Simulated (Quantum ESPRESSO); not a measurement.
# How SnSe2 absorbs and reflects light

Wanted: where SnSe2 starts to absorb, how strongly, and its refractive index.

Method: DFT, PBE, plane waves with norm-conserving potentials (PseudoDojo), scalar-relativistic, independent-particle optical response without local fields and without the non-local commutator, in Quantum ESPRESSO 7.5.

This account leaves out most program logs.

### Step 1. The structure

It takes space group P-3m1 (No. 164, trigonal). The conventional cell has a = 3.811 Å, b = 3.811 Å, c = 6.136 Å, α = 90.00°, β = 90.00°, γ = 120.00°. Nearest to Sn lie 6 Se at 2.68 Å. Nearest to Se lie 3 Sn at 2.68 Å. Farther neighbours and most contacts between anions are not listed.

### Step 2. Ground state

First the ground state: is it a metal or has it a gap?

This step: DFT, PBE, plane waves with norm-conserving potentials (PseudoDojo), scalar-relativistic, ground state (Quantum ESPRESSO 7.5).

File scf.in:

```
&control
  calculation = 'scf'
  prefix = 'x'
  outdir = './tmp'
  pseudo_dir = './'
  verbosity = 'high'
/
&system
  ibrav = 0
  nat = 3
  ntyp = 2
  ecutwfc = 70
  occupations = 'smearing'
  smearing = 'fd'
  degauss = 0.003675
  nbnd = 27
/
&electrons
  conv_thr = 1e-09
  electron_maxstep = 100
/
ATOMIC_SPECIES
  Sn 1.0 Sn.upf
  Se 1.0 Se.upf
CELL_PARAMETERS angstrom
  3.810999999987 0.000000000000 0.000000000000
  -1.905499999994 3.300422813811 0.000000000000
  0.000000000000 0.000000000000 6.136000000000
ATOMIC_POSITIONS crystal
  Sn 0.000000000000 0.000000000000 0.000000000000
  Se 0.666666666667 0.333333333333 0.751000000000
  Se 0.333333333333 0.666666666667 0.249000000000
K_POINTS automatic
  7 7 4 0 0 0
```

Command:

```bash
mpirun -n 4 pw.x -nk 4 -in scf.in
```

Elapsed: 25 s, on 4 MPI ranks of Arm Neoverse N1, shared host; peak memory 0.1 GiB; 99 s of CPU time.

This step gave:

* total energy: -642.6 Ry
* gap on the k-mesh: 0.7865 eV
* direct gap on the mesh: 1.063 eV

There is a gap, 0.79 eV on this mesh (points off the mesh can give less), so no carriers' term is needed.

### Step 3. Ground state with the final occupations

With the gap or the metal settled, the ground state is repeated with the fitting occupations, and the later steps take its density.

Changes to scf.in since step 2:

```diff
@@ -12,6 +12,3 @@
   ecutwfc = 70
-  occupations = 'smearing'
-  smearing = 'fd'
-  degauss = 0.003675
-  nbnd = 27
+  occupations = 'fixed'
 /
```

Command:

```bash
mpirun -n 4 pw.x -nk 4 -in scf.in
```

The job ended after 24 s (4 MPI ranks; peak memory 0.09 GiB; 95 s of CPU time).

### Step 4. Bands on the whole mesh, 10×10×5

The response needs many more empty bands than the density does.

This step: DFT, PBE, plane waves with norm-conserving potentials (PseudoDojo), scalar-relativistic, bands at fixed density (Quantum ESPRESSO 7.5).

nscf.in, as its differences from scf.in of step 3:

```diff
@@ -1,3 +1,3 @@
 &control
-  calculation = 'scf'
+  calculation = 'nscf'
   prefix = 'x'
@@ -5,3 +5,2 @@
   pseudo_dir = './'
-  verbosity = 'high'
 /
@@ -13,2 +12,5 @@
   occupations = 'fixed'
+  nbnd = 53
+  nosym = .true.
+  noinv = .true.
 /
@@ -17,2 +19,3 @@
   electron_maxstep = 100
+  diago_full_acc = .true.
 /
@@ -30,2 +33,2 @@
 K_POINTS automatic
-  7 7 4 0 0 0
+  10 10 5 0 0 0
```

Command:

```bash
mpirun -n 4 pw.x -nk 4 -in nscf.in
```

Run time: 14 min. Hardware: 4 MPI ranks; peak memory 0.08 GiB.

### Step 5. Dielectric function

The spectrum is a sum over vertical transitions between filled and empty bands at the fixed density, so many empty bands are needed.

This step: DFT, PBE, plane waves with norm-conserving potentials (PseudoDojo), scalar-relativistic, independent-particle optical response without local fields and without the non-local commutator (Quantum ESPRESSO 7.5).

File epsilon.in:

```
&inputpp
  prefix = 'x'
  outdir = './tmp'
  calculation = 'eps'
/
&energy_grid
  smeartype = 'gauss'
  intersmear = 0.4
  wmin = 0.0
  wmax = 22
  nw = 500
/
```

Command:

```bash
mpirun -n 4 epsilon.x -nk 4 -in epsilon.in
```

Wall time 4.9 s (4 MPI ranks); peak memory 0.05 GiB.

Numbers from this step:

| Property | Result |
| --- | --- |
| electronic dielectric constant ε∞, mean over x, y and z (by symmetry where fewer were run) | 10.05 |
| centre of weight of the strongest loss peak in the window | 17.34 eV |

Some rows of epsi_x.dat:

```text
# energy grid [eV]     epsi_x  epsi_y  epsi_z
#
    0.176352705    0.067006230    0.067006230    0.102352752
    1.234468938    1.426939069    1.426939068    2.030068406
    2.292585170    5.060071946    5.060071944    5.745592937
    3.350701403   11.640701196   11.640701193    3.637789832
    4.408817635   12.654210114   12.654210111    7.245986063
    5.466933868    9.291855930    9.291855926   10.419320522
    6.525050100    4.623666062    4.623666057    6.441646428
    7.583166333    2.837331188    2.837331183    3.300883375
    8.641282565    3.516138146    3.516138140    4.380946219
    9.699398798    2.191393594    2.191393587    2.957019212
   10.757515030    1.590163819    1.590163810    1.498595122
   11.815631263    1.097775430    1.097775420    1.200023787
   12.873747495    0.898350305    0.898350294    0.771532791
   13.931863727    0.795296014    0.795296002    0.682077592
   14.989979960    0.516945802    0.516945789    0.444732750
   16.048096192    0.385570015    0.385570001    0.395778325
   17.106212425    0.321214808    0.321214792    0.332035586
   18.164328657    0.263128938    0.263128920    0.282105675
   19.222444890    0.203884226    0.203884206    0.212361552
   20.280561122    0.178246907    0.178246885    0.184535789
   21.338677355    0.138301516    0.138301491    0.146505075
```

The Im ε has structure finer than the step of the table below, so its rows give means over 1 eV, whole bins alone (the curve runs from 0 to 22 eV). Peaks (eV: height): E ∥ x or y 4.4: 12.7; E ∥ z 1.8: 8.02, 5.0: 12.9.

Sum at mesh points, not converged in k; values under the direct gap are tails of Lorentzian lines. Im ε against photon energy; means over each step:

| photon energy (eV) | E ∥ x or y | E ∥ z |
| --- | --- | --- |
| 1 | 0.967 | 1.65 |
| 2 | 4.45 | 6.46 |
| 3 | 8.17 | 3.99 |
| 4 | 12.1 | 5.09 |
| 5 | 11.4 | 10.9 |
| 6 | 6.74 | 9.78 |
| 7 | 3.60 | 4.55 |
| 8 | 3.24 | 3.69 |
| 9 | 3.06 | 3.73 |
| 10 | 1.92 | 2.43 |
| 11 | 1.46 | 1.40 |
| 12 | 1.07 | 1.17 |
| 13 | 0.916 | 0.789 |
| 14 | 0.766 | 0.637 |
| 15 | 0.510 | 0.442 |
| 16 | 0.388 | 0.400 |
| 17 | 0.331 | 0.332 |
| 18 | 0.280 | 0.286 |
| 19 | 0.226 | 0.216 |
| 20 | 0.185 | 0.189 |
| 21 | 0.162 | 0.159 |

The reflectivity at normal incidence has structure finer than the step of the table below, so its rows give means over 1 eV, whole bins alone (the curve runs from 0 to 22 eV). Peaks (eV: height): E ∥ x or y 6.0: 50.7, 10.0: 43.3, 14.5: 37.1; E ∥ z 1.7: 34.5, 6.5: 48.8, 10.4: 47.7, 12.8: 44.2.

Sum at mesh points, not converged in k. Reflectivity at normal incidence against photon energy; means over each step:

| photon energy (eV) | E ∥ x or y (%) | E ∥ z (%) |
| --- | --- | --- |
| 1 | 29.5 | 29.3 |
| 2 | 31.9 | 30.7 |
| 3 | 35.8 | 23.1 |
| 4 | 40.0 | 28.2 |
| 5 | 44.7 | 38.8 |
| 6 | 48.7 | 45.9 |
| 7 | 43.3 | 43.8 |
| 8 | 30.4 | 30.6 |
| 9 | 38.6 | 38.0 |
| 10 | 41.7 | 45.6 |
| 11 | 38.8 | 44.2 |
| 12 | 36.5 | 40.6 |
| 13 | 32.3 | 41.3 |
| 14 | 33.0 | 37.8 |
| 15 | 33.9 | 33.7 |
| 16 | 28.2 | 25.7 |
| 17 | 20.2 | 19.5 |
| 18 | 15.5 | 15.7 |
| 19 | 11.6 | 11.1 |
| 20 | 7.63 | 7.37 |
| 21 | 5.73 | 5.45 |

Sum at mesh points, not converged in k; values under the direct gap are tails of Lorentzian lines. The loss function −Im 1/ε at q → 0 by energy loss; read off at these points:

| energy loss (eV) | E ∥ x or y | E ∥ z |
| --- | --- | --- |
| 0.0 | 0 | 0 |
| 1.0 | 0.00538 | 0.0150 |
| 2.0 | 0.0299 | 0.0697 |
| 3.0 | 0.0346 | 0.0746 |
| 4.0 | 0.0737 | 0.0494 |
| 5.0 | 0.0827 | 0.0639 |
| 6.0 | 0.116 | 0.0912 |
| 7.0 | 0.210 | 0.186 |
| 8.0 | 0.325 | 0.271 |
| 9.0 | 0.274 | 0.239 |
| 10.0 | 0.332 | 0.247 |
| 11.0 | 0.440 | 0.386 |
| 12.0 | 0.641 | 0.519 |
| 13.0 | 0.875 | 0.747 |
| 14.0 | 0.996 | 1.02 |
| 15.0 | 1.55 | 1.82 |
| 16.0 | 2.42 | 2.42 |
| 16.8 | 2.89 | 2.98 |
| 17.0 | 2.95 | 2.88 |
| 18.0 | 2.86 | 2.75 |
| 19.0 | 2.28 | 2.04 |
| 20.0 | 1.34 | 1.30 |
| 21.0 | 0.998 | 0.873 |
| 22.0 | 0.635 | 0.592 |

At chosen wavelengths:

| wavelength (nm) | n xy | k xy | R (%) xy | 1/α xy | n z | k z | R (%) z | 1/α z |
| --- | --- | --- | --- | --- | --- | --- | --- | --- |
| 1550 | 3.29 | 0.064 | 28.5 | 1.9 µm | 3.29 | 0.141 | 28.6 | 871 nm |
| 1064 | 3.43 | 0.166 | 30.2 | 510 nm | 3.31 | 0.304 | 29.1 | 278 nm |
| 800 | 3.53 | 0.406 | 31.7 | 157 nm | 3.62 | 0.668 | 33.5 | 95 nm |
| 532 | 3.43 | 0.756 | 32.1 | 56 nm | 2.73 | 1.051 | 27.3 | 40 nm |
| 450 | 3.45 | 0.835 | 32.7 | 43 nm | 2.43 | 0.880 | 22.5 | 41 nm |
| 365 | 3.61 | 1.660 | 39.9 | 17 nm | 2.72 | 0.687 | 23.9 | 42 nm |
| 248 | 2.51 | 2.398 | 44.4 | 8.2 nm | 3.18 | 2.024 | 41.0 | 9.8 nm |

Below the direct gap, k and the depth come from the tails of the Lorentzian lines, not from transitions.

Rows near the edge hang on the gap, which this functional as a rule makes too small, and phonon-assisted absorption is left out.

### Step 6. Summary of results

```yaml
electronic_dielectric_constant_eps_infinity_mean_over_x_y_and_z_by_symmetry_where_fewer_were_run_independent_particles: 10.0
centre_of_weight_of_the_strongest_loss_peak_in_the_window_first_axis: 17.3 eV
```

At this level (PBE, independent particles) SnSe2 has a mean ε∞ = 10.0 and n = 3.29 at 1550 nm (E ∥ x). The static values by axis are 10.16 (xy), 9.83 (z). Excitons and phonon-assisted transitions are missing, and so are local fields; PBE gaps are as a rule too small, which pulls the onset down and ε∞ up. Spin-orbit coupling is left out although heavy atoms are present. epsilon.x leaves out the commutator of the non-local potential, so its intensities are off, as a rule too high. The mesh misses the corner K of the hexagonal zone, so gaps read from it can be too wide where band edges lie there. The sum runs over mesh points 0.20 Å⁻¹ apart with no interpolation, so peaks are partly noise of the mesh; over so small a direct gap single mesh points weigh heavily, so ε∞, n and their changes from run to run can be far off.

[Machine, clock, banner and «Message from routine» lines are left out of the logs.]

[Logs are printed without paths, hosts, clocks, repeated set-up lines and the standing remarks that a program may print on its own settings, such as how far it seeks lower states.]

[Hosts, paths, dates, database ids (printed as entryN), source tags and the programs' standing remarks are cut or masked in the printed files.]
